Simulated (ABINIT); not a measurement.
# Beyond one shot: Y2CrH6 (Fm-3m), part 2 of 2

Aim: iterate the self-energy on Y2CrH6 (Fm-3m) and follow the gap from cycle to cycle.

ABINIT 10.8.3; LDA and many-body steps on it, plane waves. Known limits of the many-body steps: not at the basis limit; mesh may overstate the screening; no spin polarisation; d states lean on the start; no spin-orbit coupling; coarse k mesh.

So far. Step 5 (evGW0, cycle 1): Against G0W0 in ABINIT (2×2×2 mesh, 77 bands, screening to 106.1 eV, Godby-Needs plasmon pole), the gap moves by −0.110 eV. This first cycle still uses the starting levels; it takes the full correction, at all points of the mesh, and its linearised value is 0.258 eV. Step 6 (evGW0, cycle 2): Against the cycle before, the gap moves by −0.010 eV.

## 7. Screening, 2×2×2 mesh, 77 bands, screening to 106.1 eV

This step: RPA screening on LDA, plane waves, norm-conserving pseudopotentials.

Contents of run.abi:

```
acell 3*1.0 Angstrom
rprim 
  0.000000000000 3.499313000000 3.499313000000
  3.499313000000 0.000000000000 3.499313000000
  3.499313000000 3.499313000000 -0.000000000000
ntypat 3
znucl 39 24 1
natom 9
typat 1 1 2 3 3 3 3 3 3
xred 
  0.750000000000 0.750000000000 0.750000000000
  0.250000000000 0.250000000000 0.250000000000
  0.000000000000 0.000000000000 0.000000000000
  0.754389000000 0.754389000000 0.245611000000
  0.245611000000 0.754389000000 0.245611000000
  0.754389000000 0.245611000000 0.245611000000
  0.245611000000 0.245611000000 0.754389000000
  0.754389000000 0.245611000000 0.754389000000
  0.245611000000 0.754389000000 0.754389000000
pp_dirpath "pseudos"
pseudos "Y.upf, Cr.upf, H.upf"
ecut 43
ngkpt 2 2 2
nshiftk 1
shiftk 0 0 0
kptopt 1
chksymbreak 0
istwfk *1
occopt 1
irdwfk 1
optdriver 3
nband 77
ecuteps 3.9
inclvkb 2
awtr 1
symchi 1
gwcalctyp 10
mbpt_sciss 0.049 eV
nqptdm 1
qptdm 
  0 0 0
indata_prefix "in"
outdata_prefix "out"
tmpdata_prefix "tmp"
```

Run with:

```sh
> OMP_NUM_THREADS=1 mpirun -n 4 abinit run.abi > log
```

Numbers of over 12 decimals in the logs are rounded to 6 here.

What it wrote:

```text
.Version 10.8.3 of ABINIT. v10.8.2 released Aug 2026.

 Symmetries : space group Fm -3 m (#225); Bravais cF (face-center cubic)
[... echo of the input left out ...]
== DATASET  1 ==================================================================
-   mpi_nproc: 4, omp_nthreads: 1 (-1 if OMP is not activated)

--- !DatasetInfo
iteration_state: {dtset: 1, }
dimensions: {natom: 9, nkpt: 3, mband: 77, nsppol: 1, nspinor: 1, nspden: 1, mpw: 7848, }
cutoff_energies: {ecut:  43.0, pawecutdg:  -1.0, }
electrons: {nelect:   4.20000000E+01, charge:   0.00000000E+00, occopt:   1.00000000E+00, tsmear:   1.00000000E-02, }

 SCREENING: Calculation of the susceptibility and dielectric matrices

 Based on a program developped by R.W. Godby, V. Olevano, G. Onida, and L. Reining.
 Incorporated in ABINIT by V. Olevano, G.-M. Rignanese, and M. Torrent.
.Using double precision arithmetic ; gwpc =  8

[... cell and pseudopotentials left out ...]
--------------------------------------------------------------------------------

 ==== K-mesh for the wavefunctions ====
 Number of points in the irreducible wedge :     3
[... list of points left out ...]
 Together with 48 symmetry operations and time-reversal symmetry
 yields     8 points in the full Brillouin Zone.

 ==== Q-mesh for the screening function ====
 Number of points in the irreducible wedge :     3
[... list of points left out ...]
 Together with 48 symmetry operations and time-reversal symmetry
 yields     8 points in the full Brillouin Zone.

 setmesh: FFT mesh size selected  =    36x   36x   36
          total number of points  =        46656

 vcoul_init : cutoff-mode = AUXILIARY_FUNCTION
 q-points for optical limit:   1
     1)      0.000010    0.000020    0.000030

 Dielectric matrix will be calculated only for some
 selected q points provided by the user through the input variables
 nqptdm and qptdm

- screening: taking advantage of time-reversal symmetry
- Maximum band index for partially occupied states nbvw = 21
- Remaining bands to be divided among processors   nbcw = 56
- Number of bands treated by each node ~14

 rdqps: reading QP wavefunctions of the previous step
        looking for file in_QPS
 file not found, 1st iteration initialized with KS eigenelements

 screening : performing a first self-consistency
 update of the energies in W by a scissor operator
 applying a scissor operator of [eV] :   0.049

 Number of electrons calculated from density =   42.0000; Expected =   42.0000
 average of density, n =  0.072623
 r_s =    1.4869
 omega_plasma =   25.9952 [eV]

 calculating chi0 at frequencies [eV] :
  1    0.000000E+00    0.000000E+00
  2    0.000000E+00    2.599518E+01

--------------------------------------------------------------------------------
  q-point number  1        q = ( 0.000000, 0.000000, 0.000000) [r.l.u.]
--------------------------------------------------------------------------------
[... chi0 elements left out ...]
 For q-point:  0.000010 0.000020 0.000030
  dielectric constant =  52.1838
  dielectric constant without local fields =  62.1696

  Average fulfillment of the sum rule on Im[epsilon] for q-point    1 :     53.51  [%]
[... wings left out ...]
== END DATASET(S) ==============================================================
================================================================================

 -outvars: echo values of variables after computation  --------
           etotal      0.0000000000E+00
            nband          77
             nkpt           3
          spgroup         225
 [... the other variables as echoed above ...]

 Calculation completed.
```

Run time: 8.9 s. Hardware: 4 MPI ranks of Arm Neoverse V1, shared host; peak memory 0.91 GiB; 35 s of CPU time.

This step gave:

- ε∞ with local fields, on this mesh, along the program's q direction: 52.18
- the same without local fields: 62.17
- plasma frequency: 26.00 eV
- plane waves in the screening matrix: 181

This screening uses the functional's bands under a rigid shift, the mean opening of the cycle before.

## 8. Screening, 2×2×2 mesh, 77 bands, screening to 106.1 eV

This step: RPA screening on LDA from quasiparticle energies, plane waves, norm-conserving pseudopotentials.

run.abi, as its differences from that of step 7:

```diff
@@ -36,7 +36,8 @@
 symchi 1
+irdqps 1
 gwcalctyp 10
-mbpt_sciss 0.049 eV
-nqptdm 1
+nqptdm 2
 qptdm 
-  0 0 0
+  0.5000000000 0.0000000000 0.0000000000
+  0.5000000000 0.5000000000 0.0000000000
 indata_prefix "in"
```

Contents of mrgscr.stdin:

```
2
merged
q0_SCR
out_SCR
1
```

Run with:

```sh
> OMP_NUM_THREADS=1 mpirun -n 4 abinit run.abi > log; mrgscr < mrgscr.stdin
```

What it wrote:

```text
.Version 10.8.3 of ABINIT. v10.8.2 released Aug 2026.

 Symmetries : space group Fm -3 m (#225); Bravais cF (face-center cubic)
[... echo of the input left out ...]
== DATASET  1 ==================================================================
-   mpi_nproc: 4, omp_nthreads: 1 (-1 if OMP is not activated)

--- !DatasetInfo
iteration_state: {dtset: 1, }
dimensions: {natom: 9, nkpt: 3, mband: 77, nsppol: 1, nspinor: 1, nspden: 1, mpw: 7848, }
cutoff_energies: {ecut:  43.0, pawecutdg:  -1.0, }
[...]
q-point number  2        q = ( 0.500000, 0.500000, 0.000000) [r.l.u.]
--------------------------------------------------------------------------------
[... chi0 elements left out ...]
  Average fulfillment of the sum rule on Im[epsilon] for q-point    3 :     60.99  [%]

== END DATASET(S) ==============================================================
================================================================================

 -outvars: echo values of variables after computation  --------
           etotal      0.0000000000E+00
            nband          77
             nkpt           3
          spgroup         225
 [... the other variables as echoed above ...]

 Calculation completed.
```

Run time: 5.2 s. Hardware: 4 MPI ranks; peak memory 0.4 GiB.

Numbers from this step:

- plasma frequency: 26.00 eV
- plane waves in the screening matrix: 181

This screening reads the quasiparticle levels of the cycle before.

## 9. evGW, cycle 1

This step: evGW on LDA, plane waves, norm-conserving pseudopotentials.

run.abi, as its differences from that of step 8:

```diff
@@ -30,14 +30,20 @@
 irdwfk 1
-optdriver 3
+optdriver 4
 nband 77
-ecuteps 3.9
-inclvkb 2
-awtr 1
-symchi 1
-irdqps 1
 gwcalctyp 10
-nqptdm 2
-qptdm 
+ecutsigx 43
+symsigma 1
+nkptgw 3
+kptgw 
+  0.0000000000 0.0000000000 0.0000000000
   0.5000000000 0.0000000000 0.0000000000
   0.5000000000 0.5000000000 0.0000000000
+bdgw 
+  13 29
+  13 29
+  13 29
+ecuteps 3.9
+irdscr 1
+ppmodel 1
+irdqps 1
 indata_prefix "in"
```

Run with:

```sh
> OMP_NUM_THREADS=1 mpirun -n 4 abinit run.abi > log
```

What it wrote:

```text
.Version 10.8.3 of ABINIT. v10.8.2 released Aug 2026.

 Symmetries : space group Fm -3 m (#225); Bravais cF (face-center cubic)
[... echo of the input left out ...]
== DATASET  1 ==================================================================
-   mpi_nproc: 4, omp_nthreads: 1 (-1 if OMP is not activated)

--- !DatasetInfo
iteration_state: {dtset: 1, }
dimensions: {natom: 9, nkpt: 3, mband: 77, nsppol: 1, nspinor: 1, nspden: 1, mpw: 7848, }
cutoff_energies: {ecut:  43.0, pawecutdg:  -1.0, }
[...]
Convergence of QP corrections
 >>>>> For spin  1 <<<<<
.  kptgw no:  1; Maximum DeltaE = ( -13.409   0.001) for band index:  1
.  kptgw no:  2; Maximum DeltaE = (  -0.021  -0.000) for band index:  2
.  kptgw no:  3; Maximum DeltaE = (   0.005   0.001) for band index: 17

== END DATASET(S) ==============================================================
================================================================================

 -outvars: echo values of variables after computation  --------
           etotal      0.0000000000E+00
            nband          77
             nkpt           3
          spgroup         225
 [... the other variables as echoed above ...]

 Calculation completed.
```

Run time: 15 s. Hardware: 4 MPI ranks; peak memory 1.7 GiB; 60 s of CPU time.

Numbers from this step:

- quasiparticle gap on the points computed: 0.1700 eV
- gap of the density functional on the mesh: 0.2463 eV
- k of the valence top: 0, 0, 0
- k of the conduction bottom: 0.5, 0.5, 0
- least direct quasiparticle gap on the computed points: 0.3840 eV

Against G0W0 in ABINIT (2×2×2 mesh, 77 bands, screening to 106.1 eV, Godby-Needs plasmon pole), the gap moves by −0.088 eV.

## 10. Screening, 2×2×2 mesh, 77 bands, screening to 106.1 eV

This step: RPA screening on LDA, plane waves, norm-conserving pseudopotentials.

run.abi, as its differences from that of step 9:

```diff
@@ -30,20 +30,13 @@
 irdwfk 1
-optdriver 4
+optdriver 3
 nband 77
+ecuteps 3.9
+inclvkb 2
+awtr 1
+symchi 1
 gwcalctyp 10
-ecutsigx 43
-symsigma 1
-nkptgw 3
-kptgw 
-  0.0000000000 0.0000000000 0.0000000000
-  0.5000000000 0.0000000000 0.0000000000
-  0.5000000000 0.5000000000 0.0000000000
-bdgw 
-  13 29
-  13 29
-  13 29
-ecuteps 3.9
-irdscr 1
-ppmodel 1
-irdqps 1
+mbpt_sciss 0.097 eV
+nqptdm 1
+qptdm 
+  0 0 0
 indata_prefix "in"
```

What it wrote:

```text
.Version 10.8.3 of ABINIT. v10.8.2 released Aug 2026.

 Symmetries : space group Fm -3 m (#225); Bravais cF (face-center cubic)
[... echo of the input left out ...]
== DATASET  1 ==================================================================
-   mpi_nproc: 4, omp_nthreads: 1 (-1 if OMP is not activated)

--- !DatasetInfo
iteration_state: {dtset: 1, }
dimensions: {natom: 9, nkpt: 3, mband: 77, nsppol: 1, nspinor: 1, nspden: 1, mpw: 7848, }
cutoff_energies: {ecut:  43.0, pawecutdg:  -1.0, }
[...]
[... chi0 elements left out ...]
 For q-point:  0.000010 0.000020 0.000030
  dielectric constant =  48.7325
  dielectric constant without local fields =  57.5772

  Average fulfillment of the sum rule on Im[epsilon] for q-point    1 :     53.63  [%]
[... wings left out ...]
== END DATASET(S) ==============================================================
================================================================================

 -outvars: echo values of variables after computation  --------
           etotal      0.0000000000E+00
            nband          77
             nkpt           3
          spgroup         225
 [... the other variables as echoed above ...]

 Calculation completed.
```

It took 8.9 s on 4 MPI ranks; peak memory 0.91 GiB.

Numbers from this step:

```yaml
eps_infinity_with_local_fields_on_this_mesh_along_the_program_s_q_direction: 48.73
the_same_without_local_fields: 57.58
plasma_frequency: 26.00 eV
plane_waves_in_the_screening_matrix: 181
```

This screening uses the functional's bands under a rigid shift, the mean opening of the cycle before.

## 11. Screening, 2×2×2 mesh, 77 bands, screening to 106.1 eV

This step: RPA screening on LDA from quasiparticle energies, plane waves, norm-conserving pseudopotentials.

run.abi, as its differences from that of step 10:

```diff
@@ -36,7 +36,8 @@
 symchi 1
+irdqps 1
 gwcalctyp 10
-mbpt_sciss 0.097 eV
-nqptdm 1
+nqptdm 2
 qptdm 
-  0 0 0
+  0.5000000000 0.0000000000 0.0000000000
+  0.5000000000 0.5000000000 0.0000000000
 indata_prefix "in"
```

mrgscr.stdin is that of step 8.

Run with:

```sh
> OMP_NUM_THREADS=1 mpirun -n 4 abinit run.abi > log; mrgscr < mrgscr.stdin
```

What it wrote:

```text
.Version 10.8.3 of ABINIT. v10.8.2 released Aug 2026.

 Symmetries : space group Fm -3 m (#225); Bravais cF (face-center cubic)
[... echo of the input left out ...]
== DATASET  1 ==================================================================
-   mpi_nproc: 4, omp_nthreads: 1 (-1 if OMP is not activated)

--- !DatasetInfo
iteration_state: {dtset: 1, }
dimensions: {natom: 9, nkpt: 3, mband: 77, nsppol: 1, nspinor: 1, nspden: 1, mpw: 7848, }
cutoff_energies: {ecut:  43.0, pawecutdg:  -1.0, }
[...]
q-point number  2        q = ( 0.500000, 0.500000, 0.000000) [r.l.u.]
--------------------------------------------------------------------------------
[... chi0 elements left out ...]
  Average fulfillment of the sum rule on Im[epsilon] for q-point    3 :     61.07  [%]

== END DATASET(S) ==============================================================
================================================================================

 -outvars: echo values of variables after computation  --------
           etotal      0.0000000000E+00
            nband          77
             nkpt           3
          spgroup         225
 [... the other variables as echoed above ...]

 Calculation completed.
```

The job ended after 5.1 s (4 MPI ranks; peak memory 0.37 GiB).

Numbers from this step:

```yaml
plasma_frequency: 26.00 eV
plane_waves_in_the_screening_matrix: 181
```

This screening reads the quasiparticle levels of the cycle before.

## 12. evGW, cycle 2

This step: evGW on LDA, plane waves, norm-conserving pseudopotentials.

run.abi, as its differences from that of step 11:

```diff
@@ -30,14 +30,20 @@
 irdwfk 1
-optdriver 3
+optdriver 4
 nband 77
-ecuteps 3.9
-inclvkb 2
-awtr 1
-symchi 1
-irdqps 1
 gwcalctyp 10
-nqptdm 2
-qptdm 
+ecutsigx 43
+symsigma 1
+nkptgw 3
+kptgw 
+  0.0000000000 0.0000000000 0.0000000000
   0.5000000000 0.0000000000 0.0000000000
   0.5000000000 0.5000000000 0.0000000000
+bdgw 
+  13 29
+  13 29
+  13 29
+ecuteps 3.9
+irdscr 1
+ppmodel 1
+irdqps 1
 indata_prefix "in"
```

Run with:

```sh
> OMP_NUM_THREADS=1 mpirun -n 4 abinit run.abi > log
```

What it wrote:

```text
.Version 10.8.3 of ABINIT. v10.8.2 released Aug 2026.

 Symmetries : space group Fm -3 m (#225); Bravais cF (face-center cubic)
[... echo of the input left out ...]
== DATASET  1 ==================================================================
-   mpi_nproc: 4, omp_nthreads: 1 (-1 if OMP is not activated)

--- !DatasetInfo
iteration_state: {dtset: 1, }
dimensions: {natom: 9, nkpt: 3, mband: 77, nsppol: 1, nspinor: 1, nspden: 1, mpw: 7848, }
cutoff_energies: {ecut:  43.0, pawecutdg:  -1.0, }
[...]
Convergence of QP corrections
 >>>>> For spin  1 <<<<<
.  kptgw no:  1; Maximum DeltaE = (   0.000   0.000) for band index:  1
.  kptgw no:  2; Maximum DeltaE = (   0.000   0.000) for band index:  2
.  kptgw no:  3; Maximum DeltaE = (  -0.005   0.000) for band index: 17

== END DATASET(S) ==============================================================
================================================================================

 -outvars: echo values of variables after computation  --------
           etotal      0.0000000000E+00
            nband          77
             nkpt           3
          spgroup         225
 [... the other variables as echoed above ...]

 Calculation completed.
```

Wall time 15 s (4 MPI ranks); peak memory 1.7 GiB.

This step gave:

| Quantity | Value |
| --- | --- |
| quasiparticle gap on the points computed | 0.1790 eV |
| gap of the density functional on the mesh | 0.2463 eV |
| k of the valence top | 0, 0, 0 |
| k of the conduction bottom | 0.5, 0.5, 0 |
| least direct quasiparticle gap on the computed points | 0.3930 eV |

Against the cycle before, the gap moves by +0.009 eV.

## 13. Side by side

Times are wall times on 4 MPI ranks of Arm Neoverse V1, shared host, good to a factor of about two. A run's time includes the screening step that it read.

```
           run   mesh  bands  screening cutoff (eV)  DFT gap (eV)  gap on the mesh (eV)  direct (eV)  ε∞ used  time
          G0W0  2×2×2     77                  106.1         0.246                 0.258        0.465    56.34  16 s
evGW0, cycle 1  2×2×2     77                  106.1         0.246                 0.148        0.358    56.34  26 s
evGW0, cycle 2  2×2×2     77                  106.1         0.246                 0.138        0.353    56.34  26 s
 evGW, cycle 1  2×2×2     77                  106.1         0.246                 0.170        0.384    52.18  29 s
 evGW, cycle 2  2×2×2     77                  106.1         0.246                 0.179        0.393    48.73  29 s
```

## 14. What came out

- G0W0: 0.258 eV
- evGW0, cycle 1: 0.148 eV
- evGW0, cycle 2: 0.138 eV
- evGW, cycle 1: 0.170 eV
- evGW, cycle 2: 0.179 eV
- known limits: not at the basis limit; mesh may overstate the screening; no spin polarisation; d states lean on the start; no spin-orbit coupling; coarse k mesh

Only the bands that the input lists are updated; the others, empty or deep, keep the functional's energies or take a rigid shift. The evGW loop starts from the last levels of evGW0, so its cycles and time come on top of those. evGW0 ends at 0.14 eV, −0.12 eV from G0W0, after 2 cycles that took 30 s beside the first screening; the last moved the gap by 0.010 eV. evGW ends at 0.18 eV, −0.08 eV from G0W0, after 2 cycles that took 58 s beside the first screening; the last moved the gap by 0.009 eV. Bands and cutoff are finite, so the gap is not at the basis limit. The miss can reach some tenths of an eV and take either sign; the mesh is an error of its own. In the G0W0 runs levels were corrected at 2 k points alone, so a gap called «on the mesh» is the least over those, and an edge elsewhere would be missed. The 2×2×2 mesh is coarse for this cell, which bears on the long-range parts of exchange and screening. The RPA ε∞ on this mesh reaches over 25; with a narrow direct gap a coarse mesh can overstate it, and the correction is then too small. In the updated screening the q = 0 part is built from Kohn-Sham bands under a rigid shift, the other q from the quasiparticle levels. The runs have no spin polarisation. For a closed low-spin shell that is the natural state; where a d or f shell is open it is a constraint, and the gap is then not the crystal's own. With d states at the gap, one-shot GW leans hard on its start. The many-body steps are scalar-relativistic: spin-orbit coupling is not in them.

[Paths, hosts, dates, memory and timing lines, banners, echoed tables and standing remarks are left out of the program output.]

[Logs are printed without paths, hosts, clocks, repeated set-up lines and the standing remarks that a program may print on its own settings, such as how far it seeks lower states.]

[Runs of the session that timed out or met a known fault of the program may be left out.]

[Hosts, paths, dates, database ids (printed as entryN), source tags and the programs' standing remarks are cut or masked in the printed files.]

[G0W0 gaps are taken among the corrected bands and points alone; a level outside them can change the order at an edge.]

[Where Ansatz stands beside ABINIT at settings called matched, ABINIT's density can come from a denser mesh and the files from another edition; pairs whose starting gaps differed by over 0.03 eV were left out, so agreement reads better than it is.]
